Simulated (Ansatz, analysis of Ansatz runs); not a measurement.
## Li2SnF6 (P-31m), nudged elastic band: V_Li hop (2.9 Å) (q = −1)

Wanted: path and barrier of a jump of Li in Li2SnF6 (P-31m) at charge −1. The case: V_Li hop (2.9 Å), in a cell of 72 host atoms with 1 Li taken out.

Method: plane-wave PAW DFT, PBEsol; nudged elastic band between two relaxed defect structures at fixed charge in a uniform background, in Ansatz 0.2.0.

### Step 1. The structure

The cell holds 71 atoms: 15 Li, 8 Sn and 48 F. Cell: a = 9.926 Å, b = 9.926 Å, c = 9.129 Å, α = 90.0°, β = 90.0°, γ = 120.0°. It derives from Li2SnF6 (space group P-31m). Nearest the centre at fractional (0.500, 0.250, 0.750): F53 at 1.42 Å, F52 at 1.42 Å, Li10 at 1.43 Å, F48 at 2.46 Å, F15 at 2.46 Å, F69 at 2.46 Å, F14 at 2.46 Å, F49 at 3.21 Å. The cell carries charge −1.

The cell's shortest repeat is 9.1 Å.

### Step 2. Relaxation of the start point, charge −1

The ends come first: from an unrelaxed start the top is counted from too high an energy, and the barrier comes out too low. Small random displacements break the symmetry of the ideal sites, so that the defect can distort if it gains by it. The charge of −1 is set by the electron count, and a uniform background keeps the cell neutral.

Contents of qm1.start/input.yaml:

```yaml
crystal:
  lattice:
    - [9.92600377, 6.0e-08, 0.0]
    - [-4.96300194, 8.5961714, 0.0]
    - [0.0, 0.0, 9.1294056]
  atoms:
    - { symbol: Li, position: [0.33333333, 0.16666667, 0.25] }
    - { symbol: Li, position: [0.16666667, 0.33333333, 0.25] }
    - { symbol: Sn, position: [0.0, 0.0, 0.0] }
    - { symbol: F, position: [0.16302591, 0.16302591, 0.12665251] }
    - { symbol: F, position: [0.33697409, 0.33697409, 0.37334749] }
    - { symbol: F, position: [0.33697409, 0.0, 0.12665251] }
    - { symbol: F, position: [0.16302591, 0.0, 0.37334749] }
    - { symbol: F, position: [0.0, 0.33697409, 0.12665251] }
    - { symbol: F, position: [0.0, 0.16302591, 0.37334749] }
    - { symbol: Li, position: [0.33333333, 0.16666667, 0.75] }
    - { symbol: Li, position: [0.16666667, 0.33333333, 0.75] }
    - { symbol: Sn, position: [0.0, 0.0, 0.5] }
    - { symbol: F, position: [0.16302591, 0.16302591, 0.62665251] }
    - { symbol: F, position: [0.33697409, 0.33697409, 0.87334749] }
    - { symbol: F, position: [0.33697409, 0.0, 0.62665251] }
    - { symbol: F, position: [0.16302591, 0.0, 0.87334749] }
    - { symbol: F, position: [0.0, 0.33697409, 0.62665251] }
    - { symbol: F, position: [0.0, 0.16302591, 0.87334749] }
    - { symbol: Li, position: [0.33333333, 0.66666667, 0.25] }
    - { symbol: Li, position: [0.16666667, 0.83333333, 0.25] }
    - { symbol: Sn, position: [0.0, 0.5, 0.0] }
    - { symbol: F, position: [0.16302591, 0.66302591, 0.12665251] }
    - { symbol: F, position: [0.33697409, 0.83697409, 0.37334749] }
    - { symbol: F, position: [0.33697409, 0.5, 0.12665251] }
    - { symbol: F, position: [0.16302591, 0.5, 0.37334749] }
    - { symbol: F, position: [0.0, 0.83697409, 0.12665251] }
    - { symbol: F, position: [0.0, 0.66302591, 0.37334749] }
    - { symbol: Li, position: [0.33333333, 0.66666667, 0.75] }
    - { symbol: Li, position: [0.16666667, 0.83333333, 0.75] }
    - { symbol: Sn, position: [0.0, 0.5, 0.5] }
    - { symbol: F, position: [0.16302591, 0.66302591, 0.62665251] }
    - { symbol: F, position: [0.33697409, 0.83697409, 0.87334749] }
    - { symbol: F, position: [0.33697409, 0.5, 0.62665251] }
    - { symbol: F, position: [0.16302591, 0.5, 0.87334749] }
    - { symbol: F, position: [0.0, 0.83697409, 0.62665251] }
    - { symbol: F, position: [0.0, 0.66302591, 0.87334749] }
    - { symbol: Li, position: [0.83333333, 0.16666667, 0.25] }
    - { symbol: Li, position: [0.66666667, 0.33333333, 0.25] }
    - { symbol: Sn, position: [0.5, 0.0, 0.0] }
    - { symbol: F, position: [0.66302591, 0.16302591, 0.12665251] }
    - { symbol: F, position: [0.83697409, 0.33697409, 0.37334749] }
    - { symbol: F, position: [0.83697409, 0.0, 0.12665251] }
    - { symbol: F, position: [0.66302591, 0.0, 0.37334749] }
    - { symbol: F, position: [0.5, 0.33697409, 0.12665251] }
    - { symbol: F, position: [0.5, 0.16302591, 0.37334749] }
    - { symbol: Li, position: [0.83333333, 0.16666667, 0.75] }
    - { symbol: Sn, position: [0.5, 0.0, 0.5] }
    - { symbol: F, position: [0.66302591, 0.16302591, 0.62665251] }
    - { symbol: F, position: [0.83697409, 0.33697409, 0.87334749] }
    - { symbol: F, position: [0.83697409, 0.0, 0.62665251] }
    - { symbol: F, position: [0.66302591, 0.0, 0.87334749] }
    - { symbol: F, position: [0.5, 0.33697409, 0.62665251] }
    - { symbol: F, position: [0.5, 0.16302591, 0.87334749] }
    - { symbol: Li, position: [0.83333333, 0.66666667, 0.25] }
    - { symbol: Li, position: [0.66666667, 0.83333333, 0.25] }
    - { symbol: Sn, position: [0.5, 0.5, 0.0] }
    - { symbol: F, position: [0.66302591, 0.66302591, 0.12665251] }
    - { symbol: F, position: [0.83697409, 0.83697409, 0.37334749] }
    - { symbol: F, position: [0.83697409, 0.5, 0.12665251] }
    - { symbol: F, position: [0.66302591, 0.5, 0.37334749] }
    - { symbol: F, position: [0.5, 0.83697409, 0.12665251] }
    - { symbol: F, position: [0.5, 0.66302591, 0.37334749] }
    - { symbol: Li, position: [0.83333333, 0.66666667, 0.75] }
    - { symbol: Li, position: [0.66666667, 0.83333333, 0.75] }
    - { symbol: Sn, position: [0.5, 0.5, 0.5] }
    - { symbol: F, position: [0.66302591, 0.66302591, 0.62665251] }
    - { symbol: F, position: [0.83697409, 0.83697409, 0.87334749] }
    - { symbol: F, position: [0.83697409, 0.5, 0.62665251] }
    - { symbol: F, position: [0.66302591, 0.5, 0.87334749] }
    - { symbol: F, position: [0.5, 0.83697409, 0.62665251] }
    - { symbol: F, position: [0.5, 0.66302591, 0.87334749] }
total_charge: -1
basis:
  ecutwfc: 420
  xc_grid: 2
hamiltonian:
  xc: pbesol
kpoints:
  mp_grid: { grid: [1, 1, 1], shift: [0.25, 0.25, 0.25] }
scf:
  occupations: { method: fixed }
  max_iter: 120
output:
  forces: true
relax:
  f_tol: 0.02
  max_steps: 70
  random_displacement: { amplitude: 0.03, seed: 7782 }
```

Run with:

```bash
$ ansatz run input.yaml --threads 4 --pin off --max-ram 14131MiB --backend cpu --events-out ev --progress --plain --runs-dir out
```

Numbers of over 12 decimals in the logs are rounded to 6 here.

The log of the run:

```text
[... repeated set-up lines and file paths are left out, and long positions are rounded to six places ...]
The last accepted step is kept in <dir> (removed where the run ends without a failure and the disk answers)
Engine: ansatz 0.2.0, aarch64-unknown-linux-gnu
Pseudopotentials: kind: paw
Pseudopotential: Li, paw, valence charge 3, recommended cutoff 420 eV (normal), Li.paw.azcp
Pseudopotential: Sn, paw, valence charge 14, recommended cutoff 420 eV (normal), Sn.paw.azcp
Pseudopotential: F, paw, valence charge 7, recommended cutoff 420 eV (normal), F.paw.azcp
Functional definition: PBEsol
  exchange = pbesol_x
  correlation = pbesol_c
Crystal: 71 atoms, lattice volume = 778.972 Å³
Basis set: ecut = 420 eV, 15259 PW (Γ), exchange–correlation on 144×144×128 points (8 copies of the dense FFT grid, shifted against one another)
Bands: 318, of which v1, the nominal top of the filled ones, is band 247 counted from 1 (246 counted from 0)
Symmetry: 1 space group operations
k-points: 1
Non-local potential: Li, projectors of the file, l = 0: 3, l = 1: 2, l = 2: 1
Non-local potential: Sn, projectors of the file, l = 0: 2, l = 1: 2, l = 2: 2, l = 3: 2
Non-local potential: F, projectors of the file, l = 0: 2, l = 1: 2, l = 2: 1
PAW form: soft (Blöchl's): semilocal exchange-correlation on the pseudo side does not see the compensation charge
PAW frozen core: Sn, regenerated for the run's functional, and the local potential with it (the file was generated under x = pbe(κ = 0.804, μ = 0.219515), c = pbe(β = 0.066725))
PAW frozen core: F, regenerated for the run's functional, and the local potential with it (the file was generated under x = pbe(κ = 0.804, μ = 0.219515), c = pbe(β = 0.066725))
PAW one-centre angular grid: Li, 110 points (default); XC on 64 Gauss nodes
PAW one-centre angular grid: Sn, 590 points (default); XC on 64 Gauss nodes
PAW one-centre angular grid: F, 110 points (default); XC on 64 Gauss nodes
Initial density: superposition of atomic densities (neutral atoms scaled as one to the charged cell's electrons: chi_scale 0, normalization atom), corrected by the library's trained network
Initial wavefunctions: pseudopotential atomic-orbital guess
Functional: x = pbesol(κ = 0.804, μ = 0.123457), c = pbesol(β = 0.046)
SCF iter   1: F=—  HF=-89119.132976 eV  |F-HF|=—  |Δ(HF+E_count)|=         —  Δρ=2.05e-2  dr2=1.98e0  ethr=1.77e-3  ⟨swp⟩=5.0  Hψ=1017  notcnv=0  defer=68
preconditioner: auto → Resta (q_TF=auto, 2.529 Å⁻¹)  ε∞=2.9  [insulator: Δε(μ)=4.766 eV  Ē_g=20.523 eV  n_scr=198 (ndim 8)  ℏωp=28.7 eV  f_vac=0.053  ε∞_Penn≈2.9]
SCF iter   2: F=—  HF=-89118.520310 eV  |F-HF|=—  |Δ(HF+E_count)|=   6.13e-1  Δρ=3.34e-3  dr2=4.22e-2  ethr=4.01e-4  ⟨swp⟩=2.0  Hψ=468  notcnv=0  defer=66
SCF iter   3: F=—  HF=-89118.513164 eV  |F-HF|=—  |Δ(HF+E_count)|=   7.15e-3  Δρ=1.32e-3  dr2=1.08e-2  ethr=8.54e-6  ⟨swp⟩=2.0  Hψ=452  notcnv=0  defer=69
SCF iter   4: F=—  HF=-89118.514837 eV  |F-HF|=—  |Δ(HF+E_count)|=   1.67e-3  Δρ=4.56e-4  dr2=1.40e-3  ethr=2.19e-6  ⟨swp⟩=2.0  Hψ=441  notcnv=0  defer=69
SCF iter   5: F=—  HF=-89118.514546 eV  |F-HF|=—  |Δ(HF+E_count)|=   2.91e-4  Δρ=2.19e-4  dr2=2.51e-4  ethr=2.83e-7  ⟨swp⟩=2.0  Hψ=485  notcnv=0  defer=69
SCF iter   6: F=—  HF=-89118.514544 eV  |F-HF|=—  |Δ(HF+E_count)|=   2.29e-6  Δρ=4.12e-5  dr2=1.25e-5  ethr=5.09e-8  ⟨swp⟩=2.0  Hψ=445  notcnv=0  defer=68
SCF iter   7: F=-89118.514565 eV  HF=-89118.514565 eV  |F-HF|=3.41e-7  |Δ(HF+E_count)|=   2.06e-5  Δρ=1.50e-5  dr2=1.32e-6  ethr=2.02e-9  ⟨swp⟩=4.0  Hψ=949  notcnv=0
SCF 1 converged in 7 iterations: F = -89118.514565 eV  dr2 = 1.32e-6
  greatest PAW one-centre occupation: 1.000 electrons in one spin orbital (limit 2), on the Li atom at site 18 (counted from 0), in its partial waves of l = 0
relax step   1: F+E_penalty+E_count = -89118.51456505 eV  Δ(F+E_penalty+E_count) = +0.000e0 eV  max|allowed force component| = 1.531e0 eV/Å  Δτ_max = 0.0000 Å  (7 SCF iters, dr2 threshold 1.00e-5 eV, accepted)
[... the SCF cycles and remarks between the steps are left out from here to the last step ...]
relax step   2: F+E_penalty+E_count = -89119.02841958 eV  Δ(F+E_penalty+E_count) = -5.139e-1 eV  max|allowed force component| = 4.260e-1 eV/Å  Δτ_max = 0.0907 Å  (5 SCF iters, dr2 threshold 1.00e-4 eV, accepted)
relax step   3: F+E_penalty+E_count = -89119.17426316 eV  Δ(F+E_penalty+E_count) = -1.458e-1 eV  max|allowed force component| = 8.595e-2 eV/Å  Δτ_max = 0.1440 Å  (7 SCF iters, dr2 threshold 1.13e-5 eV, accepted)
relax step   4: F+E_penalty+E_count = -89119.17917958 eV  Δ(F+E_penalty+E_count) = -4.916e-3 eV  max|allowed force component| = 1.096e-2 eV/Å  Δτ_max = 0.0158 Å  (6 SCF iters, dr2 threshold 4.62e-7 eV, accepted)
iter 1 solved again at ethr=9.45e-11 eV; its pass at ethr=3.10e-3 eV (dr2=4.67e-7 eV) is discarded
SCF iter   1: F=—  HF=-89119.179578 eV  |F-HF|=—  |Δ(HF+E_count)|=         —  Δρ=9.75e-6  dr2=4.66e-7  ethr=9.45e-11  ⟨swp⟩=1.0  Hψ=668  notcnv=0  defer=63
SCF iter   2: F=—  HF=-89119.179180 eV  |F-HF|=—  |Δ(HF+E_count)|=   3.98e-4  Δρ=3.37e-6  dr2=6.96e-8  ethr=2.02e-11  ⟨swp⟩=3.0  Hψ=1106  notcnv=0
SCF iter   3: F=-89119.179180 eV  HF=-89119.179180 eV  |F-HF|=2.17e-8  |Δ(HF+E_count)|=   2.26e-8  Δρ=1.76e-6  dr2=2.52e-8  ethr=1.41e-11  ⟨swp⟩=2.0  Hψ=766  notcnv=0
SCF 5 converged in 3 iterations: F = -89119.179180 eV  dr2 = 2.52e-8
relax step   5: F+E_penalty+E_count = -89119.17917983 eV  Δ(F+E_penalty+E_count) = -2.449e-7 eV  max|allowed force component| = 1.097e-2 eV/Å  Δτ_max = 0.0000 Å  (3 SCF iters, accepted)
SCF converged after 3 iterations
Free energy (F): -89119.179180 eV
Harris-Foulkes:  -89119.179180 eV  (|F-HF|=2.17e-8)
Internal energy: -89119.179180 eV  (E = F + TS)
E sigma→0 (E₀):  -89119.179180 eV
Fermi energy:    1.828701 eV
--- Per-component energies (eV) ---
  E_band       = -4172.641021
  E_kinetic    = 11757.686640
  E_local      = -37723.548389  (includes V_loc(G=0)·N_el)
  E_nonlocal   = 2836.088300
  E_hartree    = 15565.251879
  E_xc         = -6943.088166
  E_vxc        = -5826.496052  (∫ρ·V_xc dr)
  E_paw        = -42225.269068  (= ΣΔE_a)
  E_vpaw       = -6346.975011  (= ΣTr[D̂ρ^β])
  E_aug_tail   = 0.099900  (compensation charges beyond the density's cutoff)
  E_ewald      = -32390.716241
  E_core_change = 4.315965  (= ΣΔE_core)
  E_smearing   = -0.000000  (= −TS)
  E_closure    = -0.000000  (closes the sum)
  E_deformation_potential = -13.247887  (in the stress; not in F)
  Σ components = -89119.179180   (vs F -89119.179180, Δ=0.00e0)
--- Forces (eV/Å), atoms counted from 1 ---
  atom   1  Li     0.00577390     0.00314128    -0.00063553
  atom   2  Li     0.00035995     0.00328200     0.00065331
  [... 7 atoms left out ...]
  atom  10  Li     0.00656444     0.00264366     0.00005470
  [... 3 atoms left out ...]
  atom  14  F     -0.00078790    -0.00098789    -0.00006965
  atom  15  F      0.00182179    -0.00091620    -0.00125112
  atom  16  F      0.00015941     0.00072381    -0.00246130
  [... 31 atoms left out ...]
  atom  48  F     -0.00441106     0.00097252    -0.00374151
  atom  49  F     -0.00170326     0.00602966     0.00389270
  [... 2 atoms left out ...]
  atom  52  F      0.00080614     0.00253594    -0.00111249
  atom  53  F      0.00257581    -0.00038986     0.00392539
  [... 14 atoms left out ...]
  atom  68  F      0.00016987    -0.00082635    -0.00300612
  atom  69  F     -0.00255561    -0.00162139     0.00387525
  [... 2 atoms left out ...]
  max |Σ_I F_I| component: 5.53e-5 eV/Å
--- Relaxed structure (5 steps of the walk, 5 accepted, 0 SCFs on fresh bases) ---
  F+E_penalty+E_count = -89119.17917983 eV   max|allowed force component| = 1.097e-2 eV/Å
  atoms:
    - { symbol: Li, position: [0.333199, 0.166473, 0.249828] }
    - { symbol: Li, position: [0.166672, 0.333165, 0.249827] }
    [... 7 atoms left out ...]
    - { symbol: Li, position: [0.353800, 0.176852, 0.749884] }
    [... 3 atoms left out ...]
    - { symbol: F, position: [0.336600, 0.337979, 0.874078] }
    - { symbol: F, position: [0.336518, -0.001616, 0.625707] }
    - { symbol: F, position: [0.163356, -0.000291, 0.873182] }
    [... 31 atoms left out ...]
    - { symbol: F, position: [0.665494, 0.157679, 0.619593] }
    - { symbol: F, position: [0.842129, 0.334330, 0.880287] }
    [... 2 atoms left out ...]
    - { symbol: F, position: [0.492492, 0.334449, 0.619487] }
    - { symbol: F, position: [0.492587, 0.157796, 0.880031] }
    [... 14 atoms left out ...]
    - { symbol: F, position: [0.842295, 0.507445, 0.619787] }
    - { symbol: F, position: [0.665458, 0.507490, 0.880135] }
    [... 2 atoms left out ...]
```

It took 56 s on 4 threads of Arm Neoverse V1, shared host; peak memory 1.5 GiB; 3.4 min of CPU time.

Relaxation path:

| step | energy less that of the first step (eV) | largest force component (eV/Å) |
| --- | --- | --- |
| 1 | 0.0000 | 1.5308 |
| 2 | -0.5139 | 0.4260 |
| 3 | -0.6597 | 0.0860 |
| 4 | -0.6646 | 0.0110 |
| 5 | -0.6646 | 0.0110 |

The atoms that moved most (Å, from the sites as typed, ahead of the random displacement):

| atom | dx | dy | dz | length |
| --- | --- | --- | --- | --- |
| Li10 | 0.151 | 0.088 | 0.000 | 0.175 |
| Li46 | -0.152 | 0.088 | 0.000 | 0.175 |
| Li63 | -0.001 | -0.173 | 0.000 | 0.173 |
| F49 | 0.063 | -0.022 | 0.064 | 0.093 |
| F52 | -0.063 | -0.021 | -0.064 | 0.093 |
| F48 | 0.050 | -0.045 | -0.063 | 0.092 |
| F69 | -0.014 | 0.065 | 0.063 | 0.092 |
| F68 | 0.015 | 0.065 | -0.062 | 0.091 |

Neighbours of Li10 at the end:

| atom | distance (Å) |
| --- | --- |
| F53 | 1.899 |
| F52 | 1.899 |
| F14 | 2.036 |
| F15 | 2.037 |
| F13 | 2.146 |
| F16 | 2.147 |
| Li11 | 2.952 |
| Li29 | 2.953 |

Numbers from this step:

```
free energy                                                                                       : -89119.1792 eV
r.m.s. move of the farther half of the atoms                                                      : 0.01696 Å
largest move from the ideal geometry of this structure, a common shift of the far atoms taken out : 0.1758 Å
```

The relaxation gained 0.665 eV and ended with a largest force component of 0.011 eV/Å.

### Step 3. Relaxation of the end point, charge −1

The end point is relaxed in the same cell and settings, so that the two energies compare. Atoms more than 3.2 Å from the middle of the hop start where the first relaxation left them, the nearer ones on or close to their ideal places, with small random displacements.

Contents of qm1.end/input.yaml:

```yaml
crystal:
  lattice:
    - [9.92600377, 6.0e-08, 0.0]
    - [-4.96300194, 8.5961714, 0.0]
    - [0.0, 0.0, 9.1294056]
  atoms:
    - { symbol: Li, position: [0.33277004, 0.16642216, 0.24991656] }
    - { symbol: Li, position: [0.16624315, 0.33311471, 0.24991587] }
[... 7 atom lines left out ...]
    - { symbol: Li, position: [0.666667, 0.333333, 0.75] }
[... 2 atom lines left out ...]
    - { symbol: F, position: [0.16292302, 0.16316319, 0.62664733] }
    - { symbol: F, position: [0.33697409, 0.33697409, 0.87334749] }
    - { symbol: F, position: [0.33697409, 0.0, 0.62665251] }
    - { symbol: F, position: [0.16292709, -0.00034133, 0.8732708] }
[... 22 atom lines left out ...]
    - { symbol: Sn, position: [0.49877713, -0.00037749, 0.00017327] }
[... 8 atom lines left out ...]
    - { symbol: F, position: [0.66302591, 0.16302591, 0.62665251] }
    - { symbol: F, position: [0.84169985, 0.33427941, 0.88037552] }
[... 2 atom lines left out ...]
    - { symbol: F, position: [0.5, 0.33697409, 0.62665251] }
    - { symbol: F, position: [0.5, 0.16302591, 0.87334749] }
[... 14 atom lines left out ...]
    - { symbol: F, position: [0.84186559, 0.50739462, 0.61987509] }
    - { symbol: F, position: [0.66302591, 0.5, 0.87334749] }
[... 1 atom line left out ...]
    - { symbol: F, position: [0.49843661, 0.66432103, 0.87430371] }
total_charge: -1
basis:
  ecutwfc: 420
  xc_grid: 2
hamiltonian:
  xc: pbesol
kpoints:
  mp_grid: { grid: [1, 1, 1], shift: [0.25, 0.25, 0.25] }
scf:
  occupations: { method: fixed }
  max_iter: 120
output:
  forces: true
relax:
  f_tol: 0.02
  max_steps: 70
  random_displacement: { amplitude: 0.01, seed: 7782 }
```

The log of the run:

```text
[...]
Crystal: 71 atoms, lattice volume = 778.972 Å³
Basis set: ecut = 420 eV, 15259 PW (Γ), exchange–correlation on 144×144×128 points (8 copies of the dense FFT grid, shifted against one another)
Bands: 318, of which v1, the nominal top of the filled ones, is band 247 counted from 1 (246 counted from 0)
Symmetry: 1 space group operations
k-points: 1
[...]
SCF iter   1: F=—  HF=-89119.073803 eV  |F-HF|=—  |Δ(HF+E_count)|=         —  Δρ=2.05e-2  dr2=1.98e0  ethr=1.77e-3  ⟨swp⟩=5.0  Hψ=1016  notcnv=0  defer=68
[...]
SCF iter   7: F=-89118.454913 eV  HF=-89118.454913 eV  |F-HF|=2.18e-7  |Δ(HF+E_count)|=   2.12e-5  Δρ=1.63e-5  dr2=1.52e-6  ethr=2.02e-9  ⟨swp⟩=4.0  Hψ=959  notcnv=0
SCF 1 converged in 7 iterations: F = -89118.454913 eV  dr2 = 1.52e-6
[...]
[... 2 atoms left out ...]
  max |Σ_I F_I| component: 5.20e-5 eV/Å
--- Relaxed structure (4 steps of the walk, 4 accepted, 0 SCFs on fresh bases) ---
  F+E_penalty+E_count = -89119.17928308 eV   max|allowed force component| = 1.381e-2 eV/Å
  atoms:
    - { symbol: Li, position: [0.332948, 0.166511, 0.249977] }
    - { symbol: Li, position: [0.166266, 0.333098, 0.249941] }
    [... 7 atoms left out ...]
    - { symbol: Li, position: [0.645325, 0.322693, 0.749980] }
    [... 2 atoms left out ...]
    - { symbol: F, position: [0.157558, 0.165242, 0.619628] }
    - { symbol: F, position: [0.334133, 0.341751, 0.880163] }
    - { symbol: F, position: [0.334065, -0.007768, 0.619693] }
    - { symbol: F, position: [0.157509, -0.007745, 0.880209] }
    [... 31 atoms left out ...]
    - { symbol: F, position: [0.662782, 0.161579, 0.625900] }
    - { symbol: F, position: [0.836272, 0.336362, 0.873296] }
    [... 2 atoms left out ...]
    - { symbol: F, position: [0.507083, 0.341775, 0.619564] }
    - { symbol: F, position: [0.507114, 0.165183, 0.880237] }
    [... 15 atoms left out ...]
    - { symbol: F, position: [0.662824, 0.501165, 0.873950] }
    [... 2 atoms left out ...]
[key lines of the parts left out:]
SCF converged after 6 iterations
Free energy (F): -89119.179283 eV
Fermi energy:    1.824249 eV
```

The job ended after 46 s (4 threads; peak memory 1.5 GiB).

Step by step:

| step | energy less that of the first step (eV) | largest force component (eV/Å) |
| --- | --- | --- |
| 1 | 0.0000 | 1.4336 |
| 2 | -0.5520 | 0.4304 |
| 3 | -0.7209 | 0.0625 |
| 4 | -0.7244 | 0.0138 |

The atoms that moved most (Å, from the sites as typed, ahead of the random displacement):

| atom | dx | dy | dz | length |
| --- | --- | --- | --- | --- |
| Li10 | -0.159 | -0.091 | 0.000 | 0.184 |
| Li11 | 0.155 | -0.079 | -0.002 | 0.174 |
| Li29 | 0.008 | 0.173 | 0.000 | 0.174 |
| Li46 | 0.150 | -0.076 | 0.000 | 0.168 |
| Li63 | 0.011 | 0.167 | 0.000 | 0.167 |
| F49 | -0.065 | 0.018 | -0.064 | 0.093 |
| F15 | 0.009 | -0.066 | -0.063 | 0.092 |
| F13 | -0.064 | 0.018 | -0.064 | 0.092 |

Neighbours of Li10 at the end:

| atom | distance (Å) |
| --- | --- |
| F53 | 1.896 |
| F52 | 1.896 |
| F69 | 2.035 |
| F48 | 2.037 |
| F68 | 2.149 |
| F49 | 2.150 |
| Li46 | 2.953 |
| Li63 | 2.953 |

Numbers from this step:

* free energy: -89119.1793 eV
* r.m.s. move of the farther half of the atoms: 0.01693 Å
* largest move from the ideal geometry of this structure, a common shift of the far atoms taken out: 0.1804 Å

The relaxation gained 0.724 eV and ended with a largest force component of 0.014 eV/Å. The end lies within 1 meV of the start.

(Continued in part 2 of 3.)

[Logs are printed without paths, hosts, clocks, repeated set-up lines and the standing remarks that a program may print on its own settings, such as how far it seeks lower states.]

[Hosts, paths, dates, database ids (printed as entryN), source tags and the programs' standing remarks are cut or masked in the printed files.]
